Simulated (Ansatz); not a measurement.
## Free carriers and the phonons of BN (F-43m)

Aim: how far do free carriers move the optical modes of BN (F-43m)?

Program: Ansatz 0.2.0. Level of theory: DFT LDA, scalar-relativistic, plane waves, PAW; PAW set soft_1. Results are calculated unless marked as measured.

## (1) Set-up

Symmetry: F-43m, No. 216, cubic system. Conventional cell: a = 3.626 Å, b = 3.626 Å, c = 3.626 Å, α = 90.00°, β = 90.00°, γ = 90.00°. Nearest to B lie 4 N at 1.57 Å. Nearest to N lie 4 B at 1.57 Å. Farther neighbours and most contacts between anions are not listed.

Coordinates:

```cif
data_structure
_symmetry_space_group_name_H-M 'P 1'
_symmetry_Int_Tables_number 1
_cell_length_a 2.5640
_cell_length_b 2.5640
_cell_length_c 2.5640
_cell_angle_alpha 60.000
_cell_angle_beta 60.000
_cell_angle_gamma 60.000
_cell_volume 11.92
loop_
_atom_site_label
_atom_site_type_symbol
_atom_site_fract_x
_atom_site_fract_y
_atom_site_fract_z
_atom_site_occupancy
B1 B 0.00000 0.00000 0.00000 1
N2 N 0.25000 0.25000 0.25000 1
```

## (2) A rough relaxation first

The start is far from rest, so a relaxation with loose tolerances brings it close first.

input.yaml reads:

```yaml
crystal:
  lattice:
    - [0.0, 1.813001, 1.813001]
    - [1.813001, 0.0, 1.813001]
    - [1.813001, 1.813001, 0.0]
  atoms:
    - { symbol: B, position: [0.0, 0.0, 0.0] }
    - { symbol: "N", position: [0.25, 0.25, 0.25] }
kpoints:
  mp_grid: { grid: [10, 10, 10] }
hamiltonian:
  xc: lda
  pseudopotentials: { kind: paw, azcp: { folder: soft_1 }, xc_functional: pbe }
scf:
  occupations: { method: gaussian, width: 0.1 }
output:
  forces: true
  stress: true
  eigenvalues: true
relax:
  adjacent_minimum: "off"
  f_tol: 0.05
  max_steps: 80
  cell: { stress_tol: 0.5 }
```

The run is started by

```sh
> ansatz run input.yaml --threads 8 --pin off --max-ram 16384MiB --backend cpu --events-out ev --progress --plain --runs-dir out
```

Numbers of over 12 decimals in the logs are rounded to 6 here.

Output:

```text
The last accepted step is kept in <dir> (removed where the run ends without a failure and the disk answers)
Engine: ansatz 0.2.0, aarch64-unknown-linux-gnu
Pseudopotentials: kind: paw
Pseudopotential: B, paw, valence charge 3, recommended cutoff 420 eV (normal), soft_1/B.paw.azcp
Pseudopotential: N, paw, valence charge 5, recommended cutoff 420 eV (normal), soft_1/N.paw.azcp
Functional definition: SPW92
[...]
--- Relaxed structure (3 steps of the walk, 3 accepted, 1 SCFs on fresh bases) ---
  F+E_penalty+E_count = -526.47115649 eV   max|allowed force component| = 1.608e-16 eV/Å   (the final SCF, on the basis selected at the relaxed cell)
  cell:  # Å, volume = 11.4695 Å³
    - [0, 1.789941, 1.789941]
    - [1.789941, 0, 1.789941]
    - [1.789941, 1.789941, 0]
  atoms:
    - { symbol: B, position: [0, 0, 0] }
    - { symbol: N, position: [0.25, 0.25, 0.25] }
[key lines of the parts left out:]
SCF converged after 4 iterations
Free energy (F): -526.471156 eV
Fermi energy:    13.583191 eV
P = ⅓ Tr σ = -0.0251 GPa (-0.251 kbar)
```

Wall time 0.75 s (8 threads of Arm Neoverse V2, shared host); peak memory 0.25 GiB.

Step by step:

```csv
step,energy less that of the first step (eV),largest force component (eV/Å),pressure (GPa),volume (Å³)
1,0.0000,0.0000,-14.38,11.92
2,-0.0182,0.0000,-6.15,11.66
3,-0.0226,0.0000,0.30,11.47
4*,-0.0208,0.0000,-0.03,11.47
```

Relaxation steps marked * repeat the geometry before them on a plane-wave basis chosen anew for their cell, so energy and pressure can jump there.

Forces are held to the 24 operations that the run works with; a distortion that breaks them can't arise in this run.

```csv
"conventional cell, symmetrised",before,after,change
a (Å),3.626,3.580,-1.3 %
b (Å),3.626,3.580,-1.3 %
c (Å),3.626,3.580,-1.3 %
volume (Å³/atom),5.96,5.73,-3.8 %
```

Final coordinates:

```
B N
1.0
     0.00000    1.78994    1.78994
     1.78994    0.00000    1.78994
     1.78994    1.78994    0.00000
B N
1 1
Direct
  0.00000 0.00000 0.00000
  0.25000 0.25000 0.25000
```

Numbers from this step:

- pressure: -0.02512 GPa
- gap on the k-mesh: 4.389 eV
- volume per atom: 5.735 Å³

In this step the volume went from 5.96 to 5.73 Å³/atom.

## (3) Bringing the structure to rest

Harmonic phonons are second derivatives at a point where the forces vanish, and they are wanted at zero stress, so atoms and cell are relaxed first.

input.yaml reads:

```yaml
crystal:
  lattice:
    - [0.0, 1.7899407139, 1.7899407139]
    - [1.7899407139, 0.0, 1.7899407139]
    - [1.7899407139, 1.7899407139, 0.0]
  atoms:
    - { symbol: B, position: [0.0, 0.0, 0.0] }
    - { symbol: "N", position: [0.25, 0.25, 0.25] }
kpoints:
  mp_grid: { grid: [12, 12, 12] }
hamiltonian:
  xc: lda
  pseudopotentials: { kind: paw, azcp: { folder: soft_1 }, xc_functional: pbe }
scf:
  occupations: { method: gaussian, width: 0.02 }
output:
  forces: true
  stress: true
  eigenvalues: true
  write_density: true
  write_potential: true
  elf: true
  volumetric_format: npy
relax:
  adjacent_minimum: "off"
  f_tol: 0.005
  max_steps: 80
  cell: { stress_tol: 0.05 }
```

Output:

```text
[...]
Crystal: 2 atoms, lattice volume = 11.470 Å³
Basis set: ecut = 420 eV, 229 PW (Γ)
Bands: 8, of which v1, the nominal top of the filled ones, is band 4 counted from 1 (3 counted from 0)
Symmetry: 24 space group operations
[...]
k-points: 72 of 1728 (time reversal used)
[...]
SCF iter   1: F=—  HF=-527.250098 eV  |F-HF|=—  |Δ(HF+E_count)|=         —  Δρ=1.50e-1  dr2=2.05e0  ethr=3.10e-3  ⟨swp⟩=4.7  Hψ=3700  notcnv=0
[...]
SCF iter   7: F=-526.471162 eV  HF=-526.471162 eV  |F-HF|=1.61e-11  |Δ(HF+E_count)|=  2.82e-11  Δρ=8.24e-7  dr2=3.85e-11  ethr=6.66e-11  ⟨swp⟩=4.6  Hψ=2483  notcnv=0
SCF 1 converged in 7 iterations: F = -526.471162 eV  dr2 = 3.85e-11
[...]
relax step   1: F+E_penalty+E_count = -526.47116158 eV  Δ(F+E_penalty+E_count) = +0.000e0 eV  max|allowed force component| = 3.793e-16 eV/Å  Δτ_max = 0.0000 Å  P = -0.018 GPa  Ω = 11.470 Å³  (7 SCF iters, dr2 threshold 1.00e-7 eV, accepted)
[...]
SCF iter   2: F=-526.471162 eV  HF=-526.471162 eV  |F-HF|=1.93e-12  |Δ(HF+E_count)|=  4.70e-10  Δρ=4.26e-7  dr2=7.15e-12  ethr=1.00e-12  ⟨swp⟩=3.7  Hψ=2455  notcnv=0
SCF 2 converged in 2 iterations: F = -526.471162 eV  dr2 = 7.15e-12
relax step   2: F+E_penalty+E_count = -526.47116158 eV  Δ(F+E_penalty+E_count) = -5.571e-12 eV  max|allowed force component| = 2.961e-16 eV/Å  Δτ_max = 0.0000 Å  P = -0.018 GPa  Ω = 11.470 Å³  stress off target by 1.83e-2 GPa  SCF on the basis re-selected at this cell (its energy is not comparable with the rows above)  (2 SCF iters)
basis re-selected at this cell: Δ(F+E_penalty+E_count) = -5.571e-12 eV, ΔP = +0.000 GPa vs the last step (what re-selecting the basis moved, of the pressure what is left beyond the Pulay correction that the steps carried, after the strain that the cell walked since its last selection, with what the two solves' SCF thresholds leave and, on support functions, any second-order correction that the steps lacked; it is no  [...]
SCF converged after 2 iterations
Free energy (F): -526.471162 eV
[...]
Internal energy: -526.471162 eV  (E = F + TS)
E sigma→0 (E₀):  -526.471162 eV
Fermi energy:    13.583180 eV
[...]
--- Stress (GPa, compression-positive) ---
       -0.018290      -0.000000      -0.000000
       -0.000000      -0.018290       0.000000
       -0.000000       0.000000      -0.018290
  P = ⅓ Tr σ = -0.0183 GPa (-0.183 kbar)
--- Band table (eV; the first three rows and the last of 72) ---
[...]
--- Relaxed structure (1 steps of the walk, 1 accepted, 1 SCFs on fresh bases) ---
[...]
cell:  # Å, volume = 11.4695 Å³
    - [0.0, 1.7899407139, 1.7899407139]
    - [1.7899407139, 0.0, 1.7899407139]
    - [1.7899407139, 1.7899407139, 0.0]
  atoms:
    - { symbol: B, position: [0.0, 0.0, 0.0] }
    - { symbol: N, position: [0.25, 0.25, 0.25] }
```

The job ended after 0.51 s (8 threads; peak memory 0.26 GiB).

Little changed from the start: no atom moved by 0.005 Å and no cell edge by 0.1 %.

Numbers from this step:

```
pressure : -0.01829 GPa
```

Electrostatic potential energy in the ac plane of a cell with a along [110], b along [-110] and c along [001] of the cube at fractional y = 0.000, with atoms of B and N within 0.2 Å of it. With pseudopotentials it is smooth inside the atoms' cores, unlike the true potential.

Ten even steps from '0' (-40 eV) to '9' (14 eV), each cell a mean:
```
24656622465662
67301676730167
98301699830169
99756899975689
99999999999999
99999999999999
89999998999999
46999854699985
13899611389961
```
Columns run along a (5.1 Å; values clipped at the 3rd and 97th percentile), rows up along c (3.6 Å), edges of the conventional cell, whose origin can differ from the input's. Atoms in or near the plane, at fractional coordinates: B at (0.50, 0.00), B at (0.00, 0.00), N at (0.75, 0.75), N at (0.25, 0.75).

ELF in the ac plane of a cell with a along [110], b along [-110] and c along [001] of the cube at fractional y = 0.000, with atoms of B and N within 0.2 Å of it. It is the smooth field of the valence electrons, not physical close to the nuclei.

Ten even steps from '0' (0.03) to '9' (0.85), each cell a mean:
```
18989941898994
49846974984697
26735842673584
03788510378851
00354100035410
00000000000000
31000123100012
32101233210123
02555410255541
```
Columns run along a (5.1 Å), rows up along c (3.6 Å), edges of the conventional cell, whose origin can differ from the input's. Atoms in or near the plane, at fractional coordinates: B at (0.50, 0.00), B at (0.00, 0.00), N at (0.75, 0.75), N at (0.25, 0.75).

Valence density in the ac plane of a cell with a along [110], b along [-110] and c along [001] of the cube at fractional y = 0.000, with atoms of B and N within 0.2 Å of it. It is the smooth field of the valence electrons, not physical close to the nuclei.

Ten even steps from '0' (0.1 e/Å³) to '9' (3.4 e/Å³), each cell a mean:
```
12344321234432
13799421379942
02698310269831
00254100025410
00010000001000
00000000000000
00000000000000
11000011100001
11111111111111
```
Columns run along a (5.1 Å), rows up along c (3.6 Å), edges of the conventional cell, whose origin can differ from the input's. Atoms in or near the plane, at fractional coordinates: B at (0.50, 0.00), B at (0.00, 0.00), N at (0.75, 0.75), N at (0.25, 0.75).

In this step the volume went from 5.73 to 5.73 Å³/atom.

## (4) Tight relaxation

Phonons need small forces and stress, so the relaxation is finished with tight tolerances on 12×12×12 k points.

input.yaml, the sections that differ from step 3:

```yaml
scf:
  occupations: { method: fixed }
output:
  forces: true
  stress: true
  eigenvalues: true
relax:
  adjacent_minimum: "off"
  f_tol: 0.001
  max_steps: 60
  cell: { stress_tol: 0.01 }
# crystal, kpoints, hamiltonian: as in step 3
```

Output:

```text
[...]
Crystal: 2 atoms, lattice volume = 11.470 Å³
Basis set: ecut = 420 eV, 229 PW (Γ)
Bands: 8, of which v1, the nominal top of the filled ones, is band 4 counted from 1 (3 counted from 0)
Symmetry: 24 space group operations
[...]
k-points: 72 of 1728 (time reversal used)
[...]
-0.000000       0.000000      -0.007875
  P = ⅓ Tr σ = -0.0079 GPa (-0.079 kbar)
--- Band table (eV; the first three rows and the last of 72) ---
[...]
--- Relaxed structure (2 steps of the walk, 2 accepted, 1 SCFs on fresh bases) ---
[...]
cell:  # Å, volume = 11.4692 Å³
    - [0, 1.789925, 1.789925]
    - [1.789925, 0, 1.789925]
    - [1.789925, 1.789925, 0]
  atoms:
    - { symbol: B, position: [0, 0, 0] }
    - { symbol: N, position: [0.25, 0.25, 0.25] }
[key lines of the parts left out:]
SCF converged after 4 iterations
Free energy (F): -526.471163 eV
Fermi energy:    11.389182 eV
```

The job ended after 0.59 s (8 threads; peak memory 0.25 GiB).

Little changed from the start: no atom moved by 0.005 Å and no cell edge by 0.1 %.

Numbers from this step:

```
pressure : -0.007875 GPa
```

The forces vanish by symmetry and the pressure is -0.008 GPa, within the tolerances set. The cell now holds 5.73 Å³/atom.

## (5) Ground state of a member: no carriers

The cell of the neutral crystal is kept with no carriers. The bands are sampled on 36×36×36 points with Fermi-Dirac filling of 0.03 eV.

input.yaml, the sections that differ from step 4:

```yaml
crystal:
  lattice:
    - [0.0, 1.7899253151, 1.7899253151]
    - [1.7899253151, 0.0, 1.7899253151]
    - [1.7899253151, 1.7899253151, 0.0]
  atoms:
    - { symbol: B, position: [0.0, 0.0, 0.0] }
    - { symbol: "N", position: [0.25, 0.25, 0.25] }
kpoints:
  mp_grid: { grid: [36, 36, 36] }
scf:
  occupations: { method: fermi_dirac, width: 0.03 }
# hamiltonian, output: as in step 4
# relax: removed
```

Output:

```text
[...]
Crystal: 2 atoms, lattice volume = 11.469 Å³
Basis set: ecut = 420 eV, 229 PW (Γ)
Bands: 8, of which v1, the nominal top of the filled ones, is band 4 counted from 1 (3 counted from 0)
Symmetry: 24 space group operations
[...]
k-points: 1240 of 46656 (time reversal used)
[...]
SCF iter   1: F=—  HF=-527.250156 eV  |F-HF|=—  |Δ(HF+E_count)|=         —  Δρ=1.50e-1  dr2=2.05e0  ethr=3.10e-3  ⟨swp⟩=4.7  Hψ=63686  notcnv=0
[...]
SCF iter   7: F=-526.471173 eV  HF=-526.471173 eV  |F-HF|=1.57e-11  |Δ(HF+E_count)|=  2.43e-11  Δρ=8.27e-7  dr2=3.86e-11  ethr=6.67e-11  ⟨swp⟩=2.0  Hψ=29760  notcnv=0
SCF 1 converged in 7 iterations: F = -526.471173 eV  dr2 = 3.86e-11
[...]
SCF converged after 7 iterations
Free energy (F): -526.471173 eV
[...]
Internal energy: -526.471173 eV  (E = F + TS)
E sigma→0 (E₀):  -526.471173 eV
Fermi energy:    13.603519 eV
[...]
--- Stress (GPa, compression-positive) ---
       -0.008903       0.000000      -0.000000
        0.000000      -0.008903       0.000000
       -0.000000       0.000000      -0.008903
  P = ⅓ Tr σ = -0.0089 GPa (-0.089 kbar)
--- Band table (eV; the first three rows and the last of 1240) ---
[...]
```

Wall time 1.9 s (8 threads); peak memory 0.47 GiB.

The forces vanish by symmetry.

## (6) Modes of this member: no carriers

Phonons follow from the second derivative of the energy, found here by linear response.

The zone-centre modes follow for no carriers.

Changes to input.yaml since step 5:

```diff
@@ -16,4 +16,4 @@
 output:
-  forces: true
-  stress: true
   eigenvalues: true
+phonons:
+  method: dfpt
```

Output:

```text
zone centre: on kpoints.mp_grid the ground state, and the responses unless they are solved on pairs of k-points, stand on 3349 of the mesh's 46656 k-points, reduced under 8 symmetry operations, with k and −k counted as one. Each operation leaves every solved displacement unchanged or reverses it
[...]
Crystal: 2 atoms, lattice volume = 11.469 Å³
Basis set: ecut = 420 eV, 229 PW (Γ), exchange–correlation on 36×36×36 points (8 copies of the dense FFT grid, shifted against one another)
Bands: 8, of which v1, the nominal top of the filled ones, is band 4 counted from 1 (3 counted from 0)
Symmetry: 24 space group operations
k-points: 3349 of 46656 (irreducible under 8 space group operations, time reversal used)
[...]
SCF iter   1: F=—  HF=-527.250159 eV  |F-HF|=—  |Δ(HF+E_count)|=         —  Δρ=1.50e-1  dr2=2.05e0  ethr=3.10e-3  ⟨swp⟩=4.7  Hψ=172275  notcnv=0
[...]
SCF iter   8: F=-526.471174 eV  HF=-526.471174 eV  |F-HF|=0.00e0  |Δ(HF+E_count)|=  6.71e-12  Δρ=8.97e-8  dr2=3.70e-13  ethr=1.00e-12  ⟨swp⟩=5.0  Hψ=89424  notcnv=0
SCF 1 converged in 8 iterations: F = -526.471174 eV  dr2 = 3.70e-13
[...]
DFPT response loops at Γ: preconditioner auto → none (the input reference at scf.mixing.eps_inf says where Resta's filter doesn't serve); β = 0.50; Broyden in place of MSR1
SCF converged after 8 iterations
Free energy (F): -526.471174 eV
[...]
Internal energy: -526.471174 eV  (E = F + TS)
E sigma→0 (E₀):  -526.471174 eV
Fermi energy:    13.603523 eV
[...]
--- Band table (eV; the first three rows and the last of 3349) ---
[...]
--- Phonons (Γ-DFPT): 2 representative perturbations + reference, on 3349 of 46656 k-points (Σ response iterations 6) ---
  k mesh reduced under 8 symmetry operations, with k and −k counted as one. Each operation leaves every solved displacement unchanged or reverses it
  ASR residual: 8.788e-6 → 0.000e0 eV/Å²; symmetrization residual: 6.340e-8 eV/Å²
  ASR residual per site (eV/Å²): 8.79e-6 4.17e-6
  Γ frequencies (cm⁻¹): 0.00 0.00 0.00 1066.73 1066.73 1066.73
  non-analytic LO–TO correction: not included (Born effective charges unavailable; polar crystals: no LO–TO splitting at Γ)
```

It took 14 s on 8 threads; peak memory 1.2 GiB; 88 s of CPU time.

Numbers from this step:

```yaml
sum_rule_residual_before_enforcement: 8.79e-6 eV/Å²
point_group: -43m
highest_optical_mode_at_the_zone_centre_no_lo_to_term: 1067 cm⁻¹
lowest_optical_zone_centre_mode: 1067 cm⁻¹
```

Without the LO-TO term. Patterns of degenerate modes are one choice out of their space. The modes at Γ (shares of kinetic energy by element, %):

```csv
mode,frequency (cm⁻¹),symmetry,B %,N %
1,0.0,acoustic,44,56
2,0.0,acoustic,44,56
3,0.0,acoustic,44,56
4,1066.7,T2,56,44
5,1066.7,T2,56,44
6,1066.7,T2,56,44
```

Displacements in mode 5 (1066.7 cm⁻¹), the largest set to 1:
```
B1   0.00  1.00  0.00
N2   0.00 -0.77  0.00
```

The optical mode without the LO-TO term lies at 1066.7 cm⁻¹.

## (7) Ground state of a member: 15 × 10²⁰ electrons per cm³

The cell of the neutral crystal is kept with 15 × 10²⁰ electrons per cm³, balanced by a uniform background. The bands are sampled on 36×36×36 points with Fermi-Dirac filling of 0.03 eV.

Changes to input.yaml since step 6:

```diff
@@ -8,2 +8,3 @@
     - { symbol: "N", position: [0.25, 0.25, 0.25] }
+total_charge: -0.017204
 kpoints:
@@ -16,4 +17,4 @@
 output:
+  forces: true
+  stress: true
   eigenvalues: true
-phonons:
-  method: dfpt
```

Output:

```text
[...]
Crystal: 2 atoms, lattice volume = 11.469 Å³
Basis set: ecut = 420 eV, 229 PW (Γ)
Bands: 9, of which v1, the nominal top of the filled ones, is band 4 counted from 1 (3 counted from 0)
Symmetry: 24 space group operations
[...]
k-points: 1240 of 46656 (time reversal used)
[...]
Internal energy: -526.194421 eV  (E = F + TS)
E sigma→0 (E₀):  -526.194515 eV
Entropy (-TS):   -0.000188 eV (-0.094 meV/atom)
Fermi energy:    16.275676 eV
[...]
--- Stress (GPa, compression-positive) ---
       -0.850073       0.000000      -0.000000
        0.000000      -0.850073       0.000000
        0.000000       0.000000      -0.850073
  P = ⅓ Tr σ = -0.8501 GPa (-8.501 kbar)
--- Band table (eV; the first three rows and the last of 1240) ---
[...]
[key lines of the parts left out:]
SCF converged after 7 iterations
Free energy (F): -526.194609 eV
```

Elapsed: 2.1 s, on 8 threads; peak memory 0.48 GiB; 14 s of CPU time.

The forces vanish by symmetry.

(Part 1 of 2 ends here.)

[Logs are printed without paths, hosts, clocks, repeated set-up lines and the standing remarks that a program may print on its own settings, such as how far it seeks lower states.]

[Hosts, paths, dates, database ids (printed as entryN), source tags and the programs' standing remarks are cut or masked in the printed files.]
